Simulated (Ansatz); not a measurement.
# Si(111) with different end groups on 75 % of the top atoms (PBE, PAW set soft_1)

How far can end groups move the ionisation potential of Si(111)?

All values are computed: Ansatz 0.2.0, PBE, plane waves, PAW set soft_1, scalar-relativistic unless marked; slabs or sheets with vacuum, the vacuum level from the planar mean of the electrostatic potential. 2×2 cells of six atomic planes, hydrogen on the lower face and on the remaining top atoms, dipole correction on.

| group | ionisation potential, upper face (eV) | lower (H) face (eV) | difference (eV) | dipole a group against H (D) |
| --- | --- | --- | --- | --- |
| CH3 | 4.00 | 4.66 | -0.66 | +0.30 |
| SH | 5.17 | 4.63 | +0.54 | -0.24 |
| Br | 5.39 | 4.62 | +0.77 | -0.35 |
| Cl | 5.66 | 4.63 | +1.03 | -0.47 |
| F | 6.15 | 4.59 | +1.56 | -0.70 |

The same valence top is seen through two surface dipoles, so the difference of the faces isolates the group. It runs from -0.66 eV (CH3) to +1.56 eV (F). A group that leaves negative charge outermost raises the barrier, and one that ends in positive charge lowers it.

**Worked step.** ΔΦ = −μ/(ε₀A), with μ the dipole of one cell along the outward normal; in working units μ (D) = −ΔΦ (eV) × A (Å²) / 37.7. For F: −(+1.56) × 51.1 / 37.7 = -2.11 D a cell, shared by 3 groups: -0.70 D each.

Where a group brings filled states above the slab's valence band, the valence top is that state. Semilocal levels lie too high, so differences are more trustworthy than the values.
